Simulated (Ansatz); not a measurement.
# V2NOS MXene monolayer in a perpendicular field

What dipole does a perpendicular field induce in the V2NOS MXene monolayer? A positive field points along +c.

Main program and level: Ansatz 0.2.0; plane-wave DFT, PBE-D3(BJ), Ansatz PAW (set soft_1); PAW set soft_1.

This is a report of a sequence of runs, with most program output left out.

### Step 1. Starting point

The cell holds 5 atoms: 1 S, 2 V, 1 N and 1 O. Its edges and angles: a = 2.941 Å, b = 2.941 Å, c = 41.380 Å, α = 90.0°, β = 90.0°, γ = 120.0°. Vacuum lies along c.

### Step 2. Relaxation

The starting cell is a guess, so the in-plane lattice and the atoms are relaxed first, with the slab cut off from its images along the normal.

input.yaml reads:

```yaml
crystal:
  lattice:
    - [2.940652, 0.0, 0.0]
    - [-1.470326, 2.5466793357, 0.0]
    - [0.0, 0.0, 41.3804840646]
  atoms:
    - { symbol: S, position: [0.3333333333, 0.6666666667, 0.4374042597] }
    - { symbol: V, position: [0.6666666667, 0.3333333333, 0.4793157003], spin: 2.0 }
    - { symbol: "N", position: [0.0, 0.0, 0.5073555592] }
    - { symbol: V, position: [0.3333333333, 0.6666666667, 0.535395418], spin: 2.0 }
    - { symbol: O, position: [0.6666666667, 0.3333333333, 0.5625957403] }
  periodic: [true, true, false]
magnetization:
  spin_polarized: true
kpoints:
  mp_grid: { grid: [12, 12, 1] }
hamiltonian:
  xc: pbe
  dispersion: d3bj
  pseudopotentials: { kind: paw, azcp: { folder: soft_1 } }
scf:
  occupations: { method: fermi_dirac, width: 0.05 }
  convergence: { dr2_threshold: 1.0e-09 }
relax:
  f_tol: 0.004
  max_steps: 90
  cell: {}
output:
  write_potential: true
  write_density: true
  volumetric_format: npy
```

On the command line:

```sh
ansatz run input.yaml --threads 2 --pin off --max-ram 3072MiB --backend cpu --events-out ev --progress --plain --runs-dir out
```

Wall time 3.6 min (2 threads of Arm Neoverse V1, shared host); peak memory 0.68 GiB; 7.1 min of CPU time.

The steps of the relaxation:

```
step  energy less that of the first step (eV)  largest force component (eV/Å)  volume (Å³)
   1                                   0.0000                          2.1980       309.89
   2                                  -0.3195                          0.5218       317.54
   3                                  -0.3400                          0.1889       313.14
   4                                  -0.3418                          0.0600       311.96
   5                                  -0.3419                          0.0267       312.13
   6                                  -0.3419                          0.0114       312.16
   7                                  -0.3419                          0.0002       312.16
  8*                                  -0.3430                          0.0003       312.16
```

Relaxation steps marked * repeat the geometry before them on a plane-wave basis chosen anew for their cell, so energy and pressure can jump there.

Forces are held to the 6 operations that the run works with; a distortion that breaks them can't arise in this run.

| cell as run | before | after | change |
| --- | --- | --- | --- |
| a (Å) | 2.941 | 2.951 | +0.4 % |
| b (Å) | 2.941 | 2.951 | +0.4 % |

The atoms that moved most (Å, along periodic axes as changes of fractional coordinates times the final cell, across vacuum about the mean position):

```csv
atom,dx,dy,dz,length
O5,0.000,0.000,-0.193,0.193
S1,0.000,0.000,0.190,0.190
V2,0.000,0.000,0.061,0.061
V4,0.000,0.000,-0.045,0.045
N3,0.000,0.000,-0.013,0.013
```

Final coordinates:

```xyz
5
Lattice="2.9514 0.0000 0.0000 -1.4757 2.5560 0.0000 0.0000 0.0000 41.3805" Properties=species:S:1:pos:R:3
S     0.0000    1.7040   18.2896
V     1.4757    0.8520   19.8957
N     0.0000    0.0000   20.9821
V     0.0000    1.7040   22.1096
O     1.4757    0.8520   23.0873
```

Numbers from this step:

```yaml
energy_at_zero_smearing: -7683.8532 eV
```

The lattice constant a goes from 2.941 to 2.951 Å.

### Step 3. Single point, field 0

A sawtooth potential applies the field, turning back in the middle of the vacuum. With the dipole correction the typed value is the field outside the slab. The induced dipole is small, so the SCF threshold is tight.

The cell differs from the one that the last finished run ended in (c 41.380 → 22.798 Å).

input.yaml reads:

```yaml
crystal:
  lattice:
    - [2.9513882521, 0.0, 0.0]
    - [-1.475694126, 2.5559772027, 0.0]
    - [0.0, 0.0, 22.7976934143]
  atoms:
    - { symbol: S, position: [0.3333333333, 0.6666666667, 0.3947767801] }
    - { symbol: V, position: [0.6666666667, 0.3333333333, 0.4652247494] }
    - { symbol: "N", position: [0.0, 0.0, 0.5128802435] }
    - { symbol: V, position: [0.3333333333, 0.6666666667, 0.562338793] }
    - { symbol: O, position: [0.6666666667, 0.3333333333, 0.6052232199] }
kpoints:
  mp_grid: { grid: [18, 18, 1] }
  band_path:
    path: [[0, 0, 0], [0.5, 0, 0], [0.33333333, 0.33333333, 0], [0, 0, 0]]
    npoints: 16
hamiltonian:
  xc: pbe
  dispersion: d3bj
  pseudopotentials: { kind: paw, azcp: { folder: soft_1 } }
scf:
  occupations: { method: fermi_dirac, width: 0.02585 }
  convergence: { dr2_threshold: 1.0e-10 }
efield:
  axis: 3
  dipole_correction: true
  ramp_position: 0.97
  ramp_width: 0.06
  amplitude: 0
output:
  dos: { projected: true, e_range: [-6, 5] }
  write_potential: true
  write_density: true
  volumetric_format: npy
  elf: true
```

The job ended after 27 s (2 threads; peak memory 0.48 GiB).

Numbers from this step:

```yaml
energy_at_zero_smearing: -7683.8530 eV
work_function_upper_face: 6.354 eV
work_function_lower_face: 5.236 eV
dipole_along_the_normal: -0.04662 e·Å
step_between_the_vacuum_levels: 1.118 eV
```

Running mean over a fixed 2.7 Å (it still follows the layers) of the planar mean; the ramp of the sawtooth is left out. Table of electron's electrostatic potential energy less the Fermi level by z:

```csv
z (Å),electron's electrostatic potential energy less the Fermi level (eV)
3.0,5.24
3.5,5.24
4.0,5.24
4.5,5.24
5.0,5.23
5.5,5.23
6.0,5.20
6.5,5.05
7.0,4.34
7.5,2.02
8.0,-0.893
8.5,-3.18
9.0,-5.95
9.5,-9.19
10.0,-10.9
10.5,-11.0
11.0,-11.3
11.5,-12.5
12.0,-12.6
12.5,-12.0
13.0,-10.4
13.5,-7.59
14.0,-4.10
14.5,-0.268
15.0,3.18
15.5,5.48
16.0,6.23
16.5,6.34
17.0,6.35
17.5,6.35
18.0,6.35
18.5,6.35
19.0,6.35
19.5,6.35
```

The density of states has structure finer than the step of the table below, so its rows give means over 0.2 eV, whole bins alone (the curve runs from -6 to 1.75 eV). Peaks (eV: height): -5.78: 11.8, -4.26: 12.6, 0.45: 13.0, 0.51: 15.2, 1.00: 14.4, 1.25: 11.9, 1.39: 20.4.

The density of states by energy, zero at the Fermi level; means over each step:

```
energy (eV)  density of states (states/eV a cell)
       -5.8                                  6.70
       -5.6                                  2.21
       -5.4                                  2.21
       -5.2                                  3.45
       -5.0                                  4.25
       -4.8                                  1.21
       -4.6                                  1.29
       -4.4                                  2.63
       -4.2                                  7.46
       -4.0                                  5.20
       -3.8                                  4.17
       -3.6                                  2.57
       -3.4                                  1.61
       -3.2                                  2.41
       -3.0                                  4.22
       -2.8                                  2.25
       -2.6                                  1.40
       -2.4                                  1.29
       -2.2                                  1.32
       -2.0                                  1.42
       -1.8                                  1.57
       -1.6                                  1.88
       -1.4                                  1.87
       -1.2                                  2.17
       -1.0                                  2.53
       -0.8                                  1.84
       -0.6                                  1.33
       -0.4                                  1.27
       -0.2                                  2.78
        0.0                                  3.30
        0.2                                  2.44
        0.4                                  6.82
        0.6                                  7.41
        0.8                                  2.54
        1.0                                  6.68
        1.2                                  6.45
        1.4                                  10.1
        1.6                                 0.460
```

Projected DOS per atom over height of the atomic layer and energy from the Fermi level. Layers: S V N V O from below.

Ten even steps from '_' (0.03 states/eV) to '@' (4.11 states/eV), each cell a mean:
```
__==__::__
..@@__==__
__--..**__
__==__@@__
__::__--__
__..__::__
______..__
__::__..__
__..__..__
....______
....______
..________
::________
==______..
..______..
....____--
::......##
..____..==
..________
::......--
..______..
....==::..
```
Columns: height of the atomic layer (Å) from 9 to 13.8 (not evenly spaced); rows upwards: energy from the Fermi level (eV) from -5.96 to 1.69.

Electronic bands along the path, in eV, zero at the Fermi level:

| point | band 18 | band 19 | band 20 | band 21 | band 22 | band 23 | band 24 | band 25 |
| --- | --- | --- | --- | --- | --- | --- | --- | --- |
| Γ | -2.87 | -1.07 | -1.07 | -0.34 | -0.25 | -0.25 | 0.35 | 0.35 |
| halfway | -3.64 | -2.61 | -1.55 | -1.40 | 0.01 | 0.46 | 0.62 | 1.23 |
| M | -4.07 | -3.05 | -1.65 | -1.64 | 0.33 | 0.53 | 1.00 | 1.14 |
| halfway | -4.03 | -3.40 | -3.04 | -0.82 | 0.38 | 0.42 | 1.04 | 1.25 |
| K | -4.18 | -3.82 | -3.44 | -0.17 | -0.03 | 0.45 | 0.90 | 1.26 |
| halfway | -3.56 | -2.92 | -2.26 | -0.84 | -0.36 | 0.70 | 0.89 | 1.10 |
| Γ | -2.87 | -1.07 | -1.07 | -0.34 | -0.25 | -0.25 | 0.35 | 0.35 |

Electrostatic potential energy in the ca plane at fractional y = 0.333, with atoms of V and O within 0.2 Å of it. With pseudopotentials it is smooth inside the atoms' cores, unlike the true potential.

Ten even steps from '0' (-40 eV) to '9' (7 eV), each cell a mean:
```
99999999999999999998886212678777668999999999
99999999999999999999872000278886103899999999
99999999999999999999871000178884002899999999
99999999999999999999873000378886114999999999
99999999999999999988886323688777778999999999
99999999999999999987678777887656789999999999
99999999999999999976678888877545789999999999
99999999999999999987778777787656789999999999
```
Columns run along c (16.0 Å, from fractional 0.08 to 0.78 of the cell; values clipped at the 3rd and 97th percentile), rows up along a (3.0 Å). Atoms in or near the plane, at fractional coordinates: V at (0.47, 0.67), O at (0.61, 0.67).

Valence density in the ca plane at fractional y = 0.333, with atoms of V and O within 0.2 Å of it. It is the smooth field of the valence electrons, not physical close to the nuclei.

Ten steps, logarithmic in the rise over the least value, from '0' (0 e/Å³) to '9' (15 e/Å³), each cell a mean:
```
00000000000000000112223565322223443100000000
00000000000000000011225898521124776310000000
00000000000000000001125898521125786310000000
00000000000000000011224787421124675310000000
00000000000000000112223454322223443100000000
00000000000000000123332222333332221000000000
00000000000000000123332222333333210000000000
00000000000000000123332222333332221000000000
```
Columns run along c (16.0 Å, from fractional 0.08 to 0.78 of the cell), rows up along a (3.0 Å). Atoms in or near the plane, at fractional coordinates: V at (0.47, 0.67), O at (0.61, 0.67).

ELF in the ca plane at fractional y = 0.333, with atoms of V and O within 0.2 Å of it. It is the smooth field of the valence electrons, not physical close to the nuclei.

Ten even steps from '0' (0.00) to '9' (0.84), each cell a mean:
```
00000002356632452232126998620000000000000000
00000000012225886211158789841000000000000000
00000000001126887311268579852000000000000000
00000000123324775221148899841000000000000000
00000012467742332342115887520000000000000000
00000136899974113663111232100000000000000000
00000147999985225773121000000000000000000000
00000025789973113663111343100000000000000000
```
Columns run along c (16.0 Å, from fractional 0.23 to 0.93 of the cell), rows up along a (3.0 Å). Atoms in or near the plane, at fractional coordinates: V at (0.47, 0.67), O at (0.61, 0.67).

The work function of the upper face is 6.35 eV.

### Step 4. Single point, field 0.1 V/Å

Changes to input.yaml since step 3:

```diff
@@ -26,7 +26,6 @@
   dipole_correction: true
-  ramp_position: 0.97
-  ramp_width: 0.06
-  amplitude: 0
+  ramp_position: 0.9281
+  ramp_width: 0.1268
+  amplitude: 0.1
 output:
-  dos: { projected: true, e_range: [-6, 5] }
   write_potential: true
@@ -34,2 +33 @@
   volumetric_format: npy
-  elf: true
```

Run time: 26 s. Hardware: 2 threads; peak memory 0.46 GiB.

The dipole is -0.0201 e·Å, 0.0266 e·Å from its value without field.

### Step 5. Atoms held, field -0.1 V/Å

Changes to input.yaml since step 4:

```diff
@@ -28,3 +28,3 @@
   ramp_width: 0.1268
-  amplitude: 0.1
+  amplitude: -0.1
 output:
```

Wall time 26 s (2 threads); peak memory 0.46 GiB.

The dipole is -0.0732 e·Å, -0.0265 e·Å from its value without field.

### Step 6. Response, atoms held

This step: plane-wave DFT, PBE-D3(BJ), Ansatz PAW (set soft_1); response to a field along the normal, atoms held; PAW set soft_1 (Ansatz 0.2.0).

The dipoles give the slope, and the difference of two potentials shows where the field is screened.

This step gave:

```
equivalent conductor thickness p/(ε₀AE) : 6.369 Å
distance between the outer atoms        : 4.798 Å
```

Table of dipole of the cell by applied field:

| applied field (V/Å) | dipole of the cell (e·Å) |
| --- | --- |
| -0.1000 | -0.0732 |
| 0.0000 | -0.0466 |
| 0.1000 | -0.0201 |

Local field over the applied field, running mean. From the potentials at -0.1 and 0.1 V/Å; running mean over 2.5 Å. The local field over applied field by z:

z (Å), local field over applied field and a bar:
```
     4.13      1.000 ##############################
     4.56      0.999 ##############################
     4.99      0.997 ##############################
     5.27      0.994 ##############################
     5.70      0.985 ##############################
     6.13      0.963 #############################
     6.55      0.914 ###########################
     6.84      0.858 ##########################
     7.27      0.737 ######################
     7.69      0.591 ##################
     8.12      0.434 #############
     8.41      0.329 ##########
     8.83      0.191 #####
     9.26      0.098 ###
     9.69      0.046 #
     9.97      0.028 
    10.40      0.013 
    10.83      0.014 
    11.26      0.019 
    11.54      0.018 
    11.97      0.018 
    12.40      0.035 #
    12.82      0.074 ##
    13.11      0.119 ###
    13.54      0.224 ######
    13.96      0.363 ###########
    14.39      0.516 ###############
    14.68      0.620 ##################
    15.10      0.762 #######################
    15.53      0.878 ##########################
    15.96      0.950 ############################
    16.24      0.974 #############################
    16.67      0.991 ##############################
    17.10      0.997 ##############################
    17.53      0.999 ##############################
    17.81      1.000 ##############################
    18.24      1.000 ##############################
    18.67      1.000 ##############################
```

Electrons, planar mean, per unit field. Induced electron density against z:

```
z (Å)  induced electron density (e/Å³ per V/Å)
 4.13                                   1.3e-6
 4.56                                   4.0e-6
 4.99                                   1.1e-5
 5.27                                   2.3e-5
 5.70                                   6.3e-5
 6.13                                   1.7e-4
 6.55                                   4.2e-4
 6.84                                   7.5e-4
 7.27                                  0.00167
 7.69                                  0.00310
 8.12                                  0.00369
 8.41                                  0.00251
 8.83                                   9.9e-4
 9.26                                  0.00117
 9.69                                  -3.5e-4
 9.97                                  -9.5e-4
10.40                                   2.6e-4
10.83                                   3.4e-4
11.26                                   1.3e-4
11.54                                   1.5e-6
11.97                                  -2.0e-4
12.40                                  -1.1e-4
12.82                                  -3.8e-4
13.11                                  -1.0e-4
13.54                                 -0.00194
13.96                                 -0.00192
14.39                                 -0.00398
14.68                                 -0.00324
15.10                                 -0.00152
15.53                                  -5.9e-4
15.96                                  -2.1e-4
16.24                                  -9.8e-5
16.67                                  -3.1e-5
17.10                                  -9.7e-6
17.53                                  -2.9e-6
17.81                                  -1.3e-6
18.24                                  -4.2e-7
18.67                                  -1.1e-7
```

By hand: between -0.1 and 0.1 V/Å the dipole changes by 0.05311 e·Å, a slope of 0.2655 e·Å²/V. A perfect conductor of thickness t has p = ε₀AEt, so t = 180.95 × 0.2655 / 7.544 = 6.37 Å (e/ε₀ = 180.95 V·Å, A in Å²).

The induced dipole is that of a conductor 6.37 Å thick.

### Step 7. Results

| Quantity | Value |
| --- | --- |
| gap without field | none |
| work function, upper face | 6.35 eV |
| step between the vacuum levels | 1.12 eV |
| equivalent conductor thickness, atoms held | 6.37 Å |

In words: The induced dipole equals that of a perfect conductor 6.37 Å thick, while the outer atoms lie 4.80 Å apart. The two faces differ: the vacuum level above lies 1.12 eV higher than the one below. There is no gap over 0.03 eV, with or without the field. The first relaxation ran with spin and lost its moment, and the later runs have none; other magnetic states were not tried. The MXene's terminations sit over the metal atoms of its far layer; the site over carbon or nitrogen, which some compounds prefer, was not run.

[Logs are printed without paths, hosts, clocks, repeated set-up lines and the standing remarks that a program may print on its own settings, such as how far it seeks lower states.]

[Hosts, paths, dates, database ids (printed as entryN), source tags and the programs' standing remarks are cut or masked in the printed files.]

[Maps of the electrostatic potential energy from Ansatz leave out the sawtooth potential of an applied field or a dipole correction, so their vacuum need not be flat; planar profiles and work functions include it.]

[The density of states shown here was stored with 400 of the rows of the run's finer table, so its peaks can read low, often by over a quarter, or be missed, and its means over a window can be off by a tenth or more.]
